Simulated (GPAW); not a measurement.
## Mg K ELNES/XANES of MgNi3C (Pm-3m) from DFT

Aim: the near-edge shape at the Mg K edge of MgNi3C (Pm-3m), and what the core hole does to it.

Calculated with GPAW 26.7.0; X-ray absorption from dipole matrix elements to empty bands, plane-wave PAW LDA.

### Step 1. The starting structure

It takes space group Pm-3m (No. 221, cubic). Conventional cell: a = 3.809 Å, b = 3.809 Å, c = 3.809 Å, α = 90.00°, β = 90.00°, γ = 90.00°. Ni has 2 C at 1.90 Å and 4 Mg at 2.69 Å and 8 Ni at 2.69 Å nearest. Mg has 12 Ni at 2.69 Å nearest. Nearest to C lie 6 Ni at 1.90 Å. Farther neighbours are not listed.

As a file:

```
Ni Mg C
1.0
     3.80890    0.00000    0.00000
     0.00000    3.80890    0.00000
     0.00000    0.00000    3.80890
Ni Mg C
3 1 1
Direct
  0.50000 0.50000 0.00000
  0.50000 0.00000 0.50000
  0.00000 0.50000 0.50000
  0.00000 0.00000 0.00000
  0.50000 0.50000 0.50000
```

### Step 2. Ground state of the crystal

A plain self-consistent run shows whether there is a gap and which moments survive; both decide the set-up of the core-hole run.

scf.py

```python
import numpy as np
from ase import Atoms
from ase.parallel import parprint, paropen
from gpaw import GPAW, PW, FermiDirac, Mixer, MixerDif, setup_paths
from gpaw.test import gen
setup_paths.insert(0, '.')
gen('Mg', name='nch1s', xcname='LDA', corehole=(1, 0, 0), write_xml=True)
from gpaw.mpi import world
world.barrier()

atoms = Atoms('Ni3MgC',
    cell=[[3.8089, 0, 0],
     [0, 3.8089, 0],
     [0, 0, 3.8089]],
    scaled_positions=[[0.5, 0.5, 0],
     [0.5, 0, 0.5],
     [0, 0.5, 0.5],
     [0, 0, 0],
     [0.5, 0.5, 0.5]],
    magmoms=[2.0, 2.0, 2.0, 0.0, 0.0],
    pbc=True)
atoms.calc = calc = GPAW(legacy_gpaw=True, mode=PW(430, force_complex_dtype=True), xc='LDA', setups={3: 'nch1s'},
    kpts={'size': (7, 7, 7), 'gamma': True}, occupations=FermiDirac(0.05),
    charge=0, mixer=MixerDif(0.05, 8, 50), maxiter=150,
    convergence={'density': 0.0001, 'eigenstates': 1e-6}, txt='scf.txt')
energy = atoms.get_potential_energy() + calc.get_reference_energy()
ef = calc.get_fermi_level()
out = dict(energy=energy, fermi=ef, forces=atoms.get_forces().tolist(), magmoms=atoms.get_magnetic_moments().tolist())
parprint(f'all-electron energy {energy:.4f} eV, Fermi level {ef:.4f} eV')
ev = np.array([[calc.get_eigenvalues(k, s) for k in range(len(calc.get_ibz_k_points()))] for s in range(calc.get_number_of_spins())])
out['homo'], out['lumo'], out['counts'] = ev[ev < ef].max(), ev[ev > ef].min(), sorted(set((ev < ef).sum((0, 2)).tolist()))
out['filled'] = (ev[:, 0] < ef).sum(1).tolist()
import json
with paropen('out.json', 'w') as f:
    json.dump(out, f)
```

Run with:

```sh
$ OMP_NUM_THREADS=1 mpirun -n 4 gpaw python scf.py
```

Numbers of over 12 decimals in the logs are rounded to 6 here.

The program printed:

```text
Input parameters:
  convergence: {density: 0.0001,
                eigenstates: 1e-06}
  kpts: {gamma: True,
         size: (7, 7, 7)}
  maxiter: 150
  mixer: {backend: pulay,
          beta: 0.05,
          method: difference,
          nmaxold: 8,
          weight: 50}
  mode: {ecut: 430.0,
         force_complex_dtype: True,
         name: pw}
  occupations: {fixmagmom: False,
                name: fermi-dirac,
                width: 0.05}
  setups: {3: nch1s}

Initialize ...

[... PAW data sets ...]

Reference energy: -130347.820164  # eV

Spin-polarized calculation.
Initial magnetic moment: 6.000000

[... convergence settings ...]
Symmetries present (total): 48
  [... symmetry matrices ...]

343 k-points: 7 x 7 x 7 Monkhorst-Pack grid
20 k-points in the irreducible part of the Brillouin zone
       k-points in crystal coordinates                weights
   0:     0.00000000    0.00000000    0.00000000          1/343
   1:     0.14285714    0.00000000    0.00000000          6/343
   2:     0.14285714    0.14285714    0.00000000         12/343
   3:     0.14285714    0.14285714    0.14285714          8/343
   4:     0.28571429    0.00000000    0.00000000          6/343
   5:     0.28571429    0.14285714    0.00000000         24/343
   6:     0.28571429    0.14285714    0.14285714         24/343
   7:     0.28571429    0.28571429    0.00000000         12/343
   8:     0.28571429    0.28571429    0.14285714         24/343
   9:     0.28571429    0.28571429    0.28571429          8/343
          ...
  19:     0.42857143    0.42857143    0.42857143          8/343

Wave functions: Plane wave expansion
  Cutoff energy: 430.000 eV
  Number of coefficients (min, max): 1094, 1141
  Pulay-stress correction: 0.000000 eV/Ang^3 (de/decut=0.000000)
  Using FFTW library
  Wavefunction extrapolation:
    Improved wavefunction reuse through dual PAW basis

Occupation numbers: Fermi-Dirac:
  width: 0.0500  # eV

Eigensolver
   Davidson(niter=2)

Densities:
  Coarse grid: 20*20*20 grid
  Fine grid: 40*40*40 grid
  Total Charge: 0.000000

Density mixing:
  Method: difference
  Backend: pulay
  Linear mixing parameter: 0.05
  old densities: 8
  Width of damping distribution: 1.1
  Damping of long wavelength oscillations: 50

[... Hamiltonian set-up ...]
Number of atoms: 5
Number of atomic orbitals: 48
Number of bands in calculation: 45
Number of valence electrons: 62
Bands to converge: occupied

... initialized

Initializing position-dependent things.

Density initialized from atomic densities
Creating initial wave functions:
  45 bands from LCAO basis set

Positions:
   0 Ni     1.904450    1.904450    0.000000    ( 0.0000,  0.0000,  2.0000)
   1 Ni     1.904450    0.000000    1.904450    ( 0.0000,  0.0000,  2.0000)
   2 Ni     0.000000    1.904450    1.904450    ( 0.0000,  0.0000,  2.0000)
   3 Mg     0.000000    0.000000    0.000000    ( 0.0000,  0.0000,  0.0000)
   4 C      1.904450    1.904450    1.904450    ( 0.0000,  0.0000,  0.0000)

Unit cell:
           periodic     x           y           z      points  spacing
  1. axis:    yes    3.808900    0.000000    0.000000    20     0.1904
  2. axis:    yes    0.000000    3.808900    0.000000    20     0.1904
  3. axis:    yes    0.000000    0.000000    3.808900    20     0.1904

  Lengths:   3.808900   3.808900   3.808900
  Angles:   90.000000  90.000000  90.000000

Effective grid spacing dv^(1/3) = 0.1904

iter:   1   -37.673550                   +6.0066
iter:   2   -38.432499   -0.53  -1.40    +3.2108
iter:   3   -37.959061   -1.05  -1.47    +1.3906
iter:   4   -37.949379   -2.34  -1.87    +0.9892
iter:   5   -37.991258   -2.86  -1.95    +0.3149
iter:   6   -38.063595   -2.73  -2.07    -0.0574
iter:   7   -38.011781   -2.79  -2.13    -0.0709
iter:   8   -38.012576   -4.32  -2.65    -0.0625
iter:   9   -38.008210c  -4.24  -2.71    -0.0508
iter:  10   -38.007720c  -5.47  -3.47    -0.0480
iter:  11   -38.007754c  -6.06c -3.78    -0.0319
iter:  12   -38.007778c  -6.21c -4.26c   +0.0022

Converged after 12 iterations.

Dipole moment: (-0.000000, -0.000000, -0.000000) |e|*Ang

Total magnetic moment: (0.000000, 0.000000, 0.002230)
Local magnetic moments:
   0 Ni ( 0.000000,  0.000000,  0.000866)
   1 Ni ( 0.000000,  0.000000,  0.000866)
   2 Ni ( 0.000000,  0.000000,  0.000866)
   3 Mg ( 0.000000,  0.000000, -0.000021)
   4 C  ( 0.000000,  0.000000, -0.000115)

Energy contributions relative to reference atoms: (reference = -130347.820164)

Kinetic:        +23.059548
Potential:      -15.164446
External:        +0.000000
XC:             -45.959203
Entropy (-ST):   -0.037364
Local:           +0.075006
SIC:             +0.000000
--------------------------
Free energy:    -38.026460
Extrapolated:   -38.007778

Spin contamination: 0.000345 electrons
Showing only first 2 kpts
                      Up                     Down
 Kpt  Band  Eigenvalues  Occupancy  Eigenvalues  Occupancy
  0    29      6.72467    1.00000      6.72571    1.00000
  0    30      6.72467    1.00000      6.72571    1.00000
  0    31      7.00791    0.99990      7.00885    0.99990
  0    32     10.87147    0.00000     10.87200    0.00000

  1    29      6.85919    0.99999      6.86014    0.99999
  1    30      6.85919    0.99999      6.86014    0.99999
  1    31      6.93645    0.99998      6.93737    0.99998
  1    32     11.00036    0.00000     11.00084    0.00000

Fermi level: 7.46834

No gap
No difference between direct/indirect transitions

Forces in eV/Ang:
  0 Ni    0.00000    0.00000    0.00000
  1 Ni    0.00000    0.00000    0.00000
  2 Ni    0.00000    0.00000    0.00000
  3 Mg   -0.00000   -0.00000   -0.00000
  4 C    -0.00000    0.00000   -0.00000
Scalar-relativistic atomic LDA calculation for Mg (Magnesium, Z=12)
Core hole in 1s state (1s occupation: 2.0)
450 radial gridpoints.
|------------------------------------------------|
|------------------------------------------------|
[... the atom generator's iteration count ...]

Energy contributions:
-------------------------
Kinetic:     +199.421891
XC:           -15.478236
Potential:   -383.390681
-------------------------
Total:       -199.447026

state      eigenvalue         ekin         rmax
-----------------------------------------------
1s^2.0 :   -46.058148    66.987568        0.085
2s^2.0 :    -2.913890     8.631240        0.548
2p^6.0 :    -1.717103     7.802539        0.477
3s^2.0 :    -0.175717     0.684522        2.514
3p^0.0 :    -0.050476     0.349037        3.500
-----------------------------------------------
(units: Bohr and Hartree)

Generating PAW setup
Kinetic energy of the core from tauc = 134.219440
Cutoffs:
rc(s)=2.060
rc(p)=2.050
rc(d)=1.960
rc(vbar)=2.000
rc(comp)=1.950
rc(nct)=2.060

Kinetic energy of the core states: 133.975135
Charge: 0.0
Core electrons: 2.0
Valence electrons: 10.0
Pseudo-core charge: 0.000000
Shape function alpha=2.630
Pseudo-electron charge 2.915379
state    eigenvalue         norm
--------------------------------
2s(2) :    -2.913890     0.147237
3s(2) :    -0.175717     1.006311
2p(6) :    -1.717103     0.101380
3p(0) :    -0.050476     0.993759
*d    :     0.000000
--------------------------------

Diagonalizing with gridspacing h=0.050

state   all-electron     PAW
-------------------------------
2s:      -2.913890    -2.914469
2p:      -1.717103    -1.717995
*d:                    0.032132
*f:                    0.068122
-------------------------------
all-electron energy -130385.8279 eV, Fermi level 7.4683 eV
```

Run time: 13 s. Hardware: 4 MPI ranks of Intel Xeon Platinum 8488C (Sapphire Rapids), shared host; peak memory 0.24 GiB.

The mesh shows no gap, so the system is treated as a metal and the core electron is put at the Fermi level (neutral cell).

### Step 3. Spectrum without a core hole, Mg atom 4

Without a hole the spectrum is the empty density of states of the right symmetry on the absorber, weighted by matrix elements. It needs only the small cell and serves as the baseline. The data set with a hole of occupation 0 only carries the core orbital.

The absorber has 12 Ni at 2.69 Å (cuboctahedral, site symmetry m-3m).

xas.py

```python
import numpy as np
from ase import Atoms
from ase.parallel import parprint, paropen
from gpaw import GPAW, PW, FermiDirac, Mixer, MixerDif, setup_paths
from gpaw.test import gen
setup_paths.insert(0, '.')
gen('Mg', name='nch1s', xcname='LDA', corehole=(1, 0, 0), write_xml=True)
from gpaw.mpi import world
world.barrier()

atoms = Atoms('Ni3MgC',
    cell=[[3.8089, 0, 0],
     [0, 3.8089, 0],
     [0, 0, 3.8089]],
    scaled_positions=[[0.5, 0.5, 0],
     [0.5, 0, 0.5],
     [0, 0.5, 0.5],
     [0, 0, 0],
     [0.5, 0.5, 0.5]],
    magmoms=[2.0, 2.0, 2.0, 0.0, 0.0],
    pbc=True)
atoms.calc = calc = GPAW(legacy_gpaw=True, mode=PW(430, force_complex_dtype=True), xc='LDA', setups={3: 'nch1s'},
    kpts={'size': (9, 9, 9), 'gamma': True}, occupations=FermiDirac(0.1),
    charge=0, mixer=MixerDif(0.05, 8, 50), maxiter=150,
    convergence={'density': 0.0001, 'eigenstates': 1e-6}, txt='scf.txt')
energy = atoms.get_potential_energy() + calc.get_reference_energy()
ef = calc.get_fermi_level()
out = dict(energy=energy, fermi=ef, forces=atoms.get_forces().tolist(), magmoms=atoms.get_magnetic_moments().tolist())
parprint(f'all-electron energy {energy:.4f} eV, Fermi level {ef:.4f} eV')
ev = np.array([[calc.get_eigenvalues(k, s) for k in range(len(calc.get_ibz_k_points()))] for s in range(calc.get_number_of_spins())])
out['homo'], out['lumo'], out['counts'] = ev[ev < ef].max(), ev[ev > ef].min(), sorted(set((ev < ef).sum((0, 2)).tolist()))
out['filled'] = (ev[:, 0] < ef).sum(1).tolist()

from ase.units import Ha
from gpaw.xas import dipole_matrix_elements
nb = int(calc.get_number_of_electrons() / 2) + 51
top = nb
nscf = calc.fixed_density(kpts={'size': (8, 8, 8), 'gamma': True},
    convergence={'eigenstates': 1.0}, txt='nscf.txt')
nscf.diagonalize_full_hamiltonian(nbands=nb)
cell = atoms.cell.array
ops = [cell.T @ U.T @ np.linalg.inv(cell.T) for U in nscf.wfs.kd.symmetry.op_scc]
E = np.arange(-25, 34, 0.1)
fwhm = np.interp(E, [4, 25], [0.9, 3.5])
Y, X, zero, highest = 0, 0, 1e9, 1e9
for spin in range(nscf.get_number_of_spins()):
    wfs = nscf.wfs
    mine = wfs.bd.get_slice()  # this rank's bands
    A = dipole_matrix_elements(wfs.setups[3])
    eps = np.zeros((wfs.kd.nibzkpts, nb))
    d = np.zeros((3, A.shape[1], wfs.kd.nibzkpts, nb), complex)
    for kpt in wfs.kpt_u:
        if kpt.s == spin and 3 in kpt.P_ani:
            eps[kpt.k, mine] = kpt.eps_n * Ha
            d[:, :, kpt.k, mine] = (kpt.weight * wfs.nspins / 2) ** 0.5 * np.inner(A, kpt.P_ani[3])
    world.sum(eps)
    world.sum(d)
    T = np.einsum('amkn,bmkn->abkn', d, d.conj()).real
    T = sum(np.einsum('ai,ijkn,bj->abkn', R, T, R) for R in ops) / len(ops)
    empty = eps > ef
    zero, highest = min(zero, eps[empty].min()), min(highest, eps[:, top - 1].min())
    lines = [(eps, T, empty)] if spin == 0 else lines + [(eps, T, empty)]
for eps, T, empty in lines:
    f = np.einsum('aakn->akn', T).reshape(3, -1)
    x = eps.ravel() - zero
    w = np.interp(x, E, fwhm) / 2.35482
    g = np.exp(-0.5 * ((E[:, None] - x) / w) ** 2) / (w * (2 * np.pi) ** 0.5)
    Y = Y + (f * empty.ravel()) @ g.T
    X = X + (f * ~empty.ravel()) @ g.T
out.update(E=E.round(2).tolist(), xas=Y.tolist(), xes=X.tolist(), zero=zero, valid=highest - zero, nk=len(eps), nb=nb)
for i in range(0, len(E), 10):
    parprint(f'{E[i]:7.2f}', *(f'{v:10.3e}' for v in Y[:, i]))
import json
with paropen('out.json', 'w') as f:
    json.dump(out, f)
```

Run with:

```sh
$ OMP_NUM_THREADS=1 mpirun -n 4 gpaw python xas.py
```

The program printed:

```text
Input parameters:
  convergence: {density: 0.0001,
                eigenstates: 1e-06}
  kpts: {gamma: True,
         size: (9, 9, 9)}
  maxiter: 150
  mixer: {backend: pulay,
          beta: 0.05,
          method: difference,
          nmaxold: 8,
          weight: 50}
  mode: {ecut: 430.0,
         force_complex_dtype: True,
         name: pw}
  occupations: {fixmagmom: False,
                name: fermi-dirac,
[...]
2s:      -2.913890    -2.914469
2p:      -1.717103    -1.717995
*d:                    0.032132
*f:                    0.068122
-------------------------------
all-electron energy -130385.8332 eV, Fermi level 7.5027 eV
 -25.00 6.392e-253 6.392e-253 6.392e-253
 -24.00 3.616e-243 3.616e-243 3.616e-243
 -23.00 1.307e-233 1.307e-233 1.307e-233
 -22.00 3.019e-224 3.019e-224 3.019e-224
[...]
32.00  6.719e-06  6.719e-06  6.719e-06
  33.00  7.024e-06  7.024e-06  7.024e-06
[key lines of the parts left out:]
Converged after 12 iterations.
Dipole moment: (-0.000000, -0.000000, -0.000000) |e|*Ang
Free energy:    -38.077474
Fermi level: 7.50268
```

The job ended after 65 s (4 MPI ranks; peak memory 0.44 GiB).

The Mg K spectrum, Mg atom 4, no core hole (energy from the lowest empty level; intensity scaled to a mean of 1 over the first 20 eV):

| E (eV) | intensity |
| --- | --- |
| -2.0 | 0.00 |
| -1.0 | 0.00 |
| 0.0 | 0.14 |
| 1.0 | 0.14 |
| 2.0 | 0.31 |
| 3.0 | 0.47 |
| 4.0 | 1.46 |
| 5.0 | 1.32 |
| 6.0 | 1.40 |
| 7.0 | 1.04 |
| 8.0 | 0.67 |
| 9.0 | 0.61 |
| 10.0 | 0.73 |
| 11.0 | 0.78 |
| 12.0 | 0.71 |
| 13.0 | 0.67 |
| 14.0 | 0.76 |
| 15.0 | 1.02 |
| 16.0 | 1.43 |
| 17.0 | 1.86 |
| 18.0 | 1.91 |
| 19.0 | 1.73 |
| 20.0 | 1.69 |
| 21.0 | 1.60 |
| 22.0 | 1.36 |
| 23.0 | 1.11 |
| 24.0 | 0.94 |
| 25.0 | 0.81 |
| 26.0 | 0.68 |
| 27.0 | 0.58 |
| 28.0 | 0.54 |
| 29.0 | 0.54 |
| 30.0 | 0.51 |
| 31.0 | 0.45 |
| 32.0 | 0.40 |

Main maxima below 24 eV (height): 0.4 eV (0.21), 4.2 eV (1.52), 5.6 eV (1.57), 10.9 eV (0.79) and 17.6 eV (1.94). A K edge sees empty p states on the absorber.

The same matrix elements for filled bands give the Mg K emission of Mg atom 4 (ground-state approximation; energy from the lowest empty level, largest value 1):

| E (eV) | emission |
| --- | --- |
| -24.00 | 0.00 |
| -23.25 | 0.00 |
| -22.50 | 0.00 |
| -21.75 | 0.00 |
| -21.00 | 0.00 |
| -20.25 | 0.00 |
| -19.50 | 0.00 |
| -18.75 | 0.00 |
| -18.00 | 0.00 |
| -17.25 | 0.00 |
| -16.50 | 0.00 |
| -15.75 | 0.00 |
| -15.00 | 0.00 |
| -14.25 | 0.00 |
| -13.50 | 0.00 |
| -12.75 | 0.02 |
| -12.00 | 0.01 |
| -11.25 | 0.00 |
| -10.50 | 0.00 |
| -9.75 | 0.00 |
| -9.00 | 0.00 |
| -8.25 | 0.00 |
| -7.50 | 0.04 |
| -6.75 | 0.13 |
| -6.00 | 0.10 |
| -5.25 | 0.11 |
| -4.50 | 0.13 |
| -3.75 | 0.36 |
| -3.00 | 1.00 |
| -2.25 | 0.54 |
| -1.50 | 0.28 |
| -0.75 | 0.13 |
| 0.00 | 0.16 |
| 0.75 | 0.01 |
| 1.50 | 0.00 |
| 2.25 | 0.00 |
| 3.00 | 0.00 |

Emission maxima: -3.0 eV (1.00) and -0.2 eV (0.19).

### Step 4. Reference energy of the supercell

The photon energy needs a difference of total energies, so the cell and mesh of the coming hole run are first run without a hole.

scf.py: that of step 2 with these lines changed.

```diff
@@ -10,15 +10,20 @@
 
-atoms = Atoms('Ni3MgC',
-    cell=[[3.8089, 0, 0],
-     [0, 3.8089, 0],
-     [0, 0, 3.8089]],
-    scaled_positions=[[0.5, 0.5, 0],
+atoms = Atoms('Ni6Mg2C2',
+    cell=[[3.8089, 0, 3.8089],
+     [0, 3.8089, 3.8089],
+     [-3.8089, 0, 3.8089]],
+    scaled_positions=[[0, 0.5, 0.5],
+     [0.5, 0.5, 0],
+     [0.5, 0, 0],
+     [0, 0, 0.5],
+     [0, 0.5, 0],
+     [0.5, 0.5, 0.5],
+     [0, 0, 0],
      [0.5, 0, 0.5],
-     [0, 0.5, 0.5],
-     [0, 0, 0],
-     [0.5, 0.5, 0.5]],
-    magmoms=[2.0, 2.0, 2.0, 0.0, 0.0],
+     [0.25, 0.5, 0.75],
+     [0.75, 0.5, 0.25]],
+    magmoms=[2.0, 2.0, 2.0, 2.0, 2.0, 2.0, 0.0, 0.0, 0.0, 0.0],
     pbc=True)
-atoms.calc = calc = GPAW(legacy_gpaw=True, mode=PW(430, force_complex_dtype=True), xc='LDA', setups={3: 'nch1s'},
-    kpts={'size': (7, 7, 7), 'gamma': True}, occupations=FermiDirac(0.05),
+atoms.calc = calc = GPAW(legacy_gpaw=True, mode=PW(430, force_complex_dtype=True), xc='LDA', setups={6: 'nch1s'},
+    kpts={'size': (7, 7, 7), 'gamma': True}, occupations=FermiDirac(0.1),
     charge=0, mixer=MixerDif(0.05, 8, 50), maxiter=150,
```

Run with:

```sh
$ OMP_NUM_THREADS=1 mpirun -n 4 gpaw python scf.py
```

The program printed:

```text
Input parameters:
  convergence: {density: 0.0001,
                eigenstates: 1e-06}
  kpts: {gamma: True,
         size: (7, 7, 7)}
  maxiter: 150
  mixer: {backend: pulay,
          beta: 0.05,
          method: difference,
          nmaxold: 8,
          weight: 50}
  mode: {ecut: 430.0,
         force_complex_dtype: True,
         name: pw}
  occupations: {fixmagmom: False,
                name: fermi-dirac,
[...]
2s(2) :    -2.913890     0.147237
3s(2) :    -0.175717     1.006311
2p(6) :    -1.717103     0.101380
3p(0) :    -0.050476     0.993759
*d    :     0.000000
--------------------------------

Diagonalizing with gridspacing h=0.050

state   all-electron     PAW
-------------------------------
2s:      -2.913890    -2.914469
2p:      -1.717103    -1.717995
*d:                    0.032132
*f:                    0.068122
-------------------------------
all-electron energy -260771.6756 eV, Fermi level 7.5027 eV
[key lines of the parts left out:]
Converged after 12 iterations.
Dipole moment: (-0.000000, -0.000000, -0.000000) |e|*Ang
Free energy:    -76.161623
Fermi level: 7.50273
```

It took 53 s on 4 MPI ranks; peak memory 0.41 GiB.

Reference energy: -260771.676 eV with the cores included.

[end of part 1 of 2]

[Banner, clock and machine lines of the logs are left out without a mark of their own.]

[Logs are printed without paths, hosts, clocks, repeated set-up lines and the standing remarks that a program may print on its own settings, such as how far it seeks lower states.]

[Hosts, paths, dates, database ids (printed as entryN), source tags and the programs' standing remarks are cut or masked in the printed files.]

[Lists of maxima count a maximum above −3 eV only where it reaches 4 % of the highest in the window and stands out from its surroundings by 2 % of it (1.5 % where it reaches 55 %); shoulders and weaker maxima are passed over, and of the rest the first, up to two pre-edge ones and the few strongest are named.]
